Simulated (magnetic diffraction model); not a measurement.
**NdCo9B4: what an assumed order does to the neutron pattern**

Space group I4/mcm (no. 140), a = 7.2390 Å, c = 10.6990 Å.

| site | atom | x | y | z |
| --- | --- | --- | --- | --- |
| 4a | Nd | 0 | 0 | 1/4 |
| 4d | Co | 0 | 1/2 | 0 |
| 16l | Co | 0.3875 | 0.1125 | 0.1793 |
| 16k | Co | 0.4433 | 0.3070 | 0 |
| 16l | B | 0.8216 | 0.6784 | 0.1246 |

The compound is invented for this exercise: a known structure type with other elements, its cell scaled to their sizes and not relaxed.

Only Nd is taken to order (form factors of Nd3+); orders and moment sizes are assumed, and not adapted to the symmetry. Radiation: neutrons of λ = 2.41 Å (absorption by B left out), 2° to 75°; isotropic B of 0.19 Å² (Nd), 0.2 Å² (Co) and 0.26 Å² (B). The intensities are simulated: I ∝ L Σ (|F_N|² + |F_M⊥|²) for unpolarised neutrons, with F_M = 2.695 fm/μB × Σ f(s) S exp(2πi Q·r) exp(−B s²) at Q = H ± k (one set where k and −k are equivalent), only the part normal to Q counting and L = 1/(sin²θ cos θ). For a modulated order the moment at position r is S exp(−2πi k·r) + c.c., with S = m/2 for a sine wave of amplitude m and S = m(u + iv)/2 for moments turning in a plane, u and v being orthogonal unit vectors in it; the phase factor of the sum at Q = H + k is then exp(2πi H·r). Form factors are spin-only for 3d ions and dipole or tabulated for f ions, scattering lengths are Sears's of 1992, and absorption is left out. A label names one of the reflections at its angle. The strongest nuclear line in the range is 100, and lines under 0.2 are left out.

Assume the order k = (1/5 0 0), moments turning in the plane of [010] and [001], 2.3 μB on Nd; signs + at (0, 0, 1/4), − at (1/2, 1/2, 1/4).

Q: Where does magnetic intensity appear, and how strong is it?

```csv
2θ (°),index,nuclear,magnetic
20.09,(4/5 0 1),0.0,12.4
23.51,(1/5 1 1),0.0,11.7
26.04,(0 0 2),0.5,0.0
26.51,(6/5 0 1),0.0,7.9
27.23,(1 1 0),0.8,0.0
38.03,(1 1 2),5.4,0.0
38.89,(2 0 0),0.5,0.0
42.30,(9/5 1 1),0.0,5.9
42.59,(4/5 0 3),0.0,2.0
44.15,(4/5 2 1),0.0,3.6
44.44,(1/5 1 3),0.0,3.2
45.77,(2 1 1),25.0,0.0
46.22,(6/5 0 3),0.0,1.9
47.40,(2 0 2),13.0,0.0
47.69,(6/5 2 1),0.0,3.4
49.38,(11/5 1 1),0.0,4.6
53.55,(0 0 4),0.6,0.0
56.17,(2 2 0),21.1,0.0
57.31,(14/5 0 1),0.0,1.9
57.54,(9/5 1 3),0.0,2.6
59.03,(4/5 2 3),0.0,1.9
60.36,(2 1 3),17.1,0.0
61.10,(1 1 4),41.3,0.0
61.73,(1/5 3 1),0.0,1.7
61.95,(6/5 2 3),0.0,1.9
62.92,(2 2 2),25.6,0.0
63.38,(11/5 1 3),0.0,2.4
63.52,(3 1 0),46.1,0.0
65.97,(16/5 0 1),0.0,1.4
68.14,(2 0 4),100.0,0.0
69.86,(3 1 2),92.2,0.0
70.29,(14/5 0 3),0.0,1.1
70.71,(4/5 0 5),0.0,0.7
71.43,(14/5 2 1),0.0,2.1
72.05,(1/5 1 5),0.0,1.2
72.76,(9/5 3 1),0.0,1.5
73.38,(6/5 0 5),0.0,0.7
74.29,(1/5 3 3),0.0,1.2
```

The strongest magnetic line in the range is (4/5 0 1) at 20.09° (12.4). On top of the Lorentz factor, which all lines share, magnetic lines fade with angle because f falls: for Nd3+ it is 0.98, 0.90, 0.79 and 0.54 at sin θ/λ = 0.1, 0.2, 0.3 and 0.5 Å⁻¹, while nuclear lengths stay constant. The order has no net moment.

[Logs are printed without paths, hosts, clocks, repeated set-up lines and the standing remarks that a program may print on its own settings, such as how far it seeks lower states.]
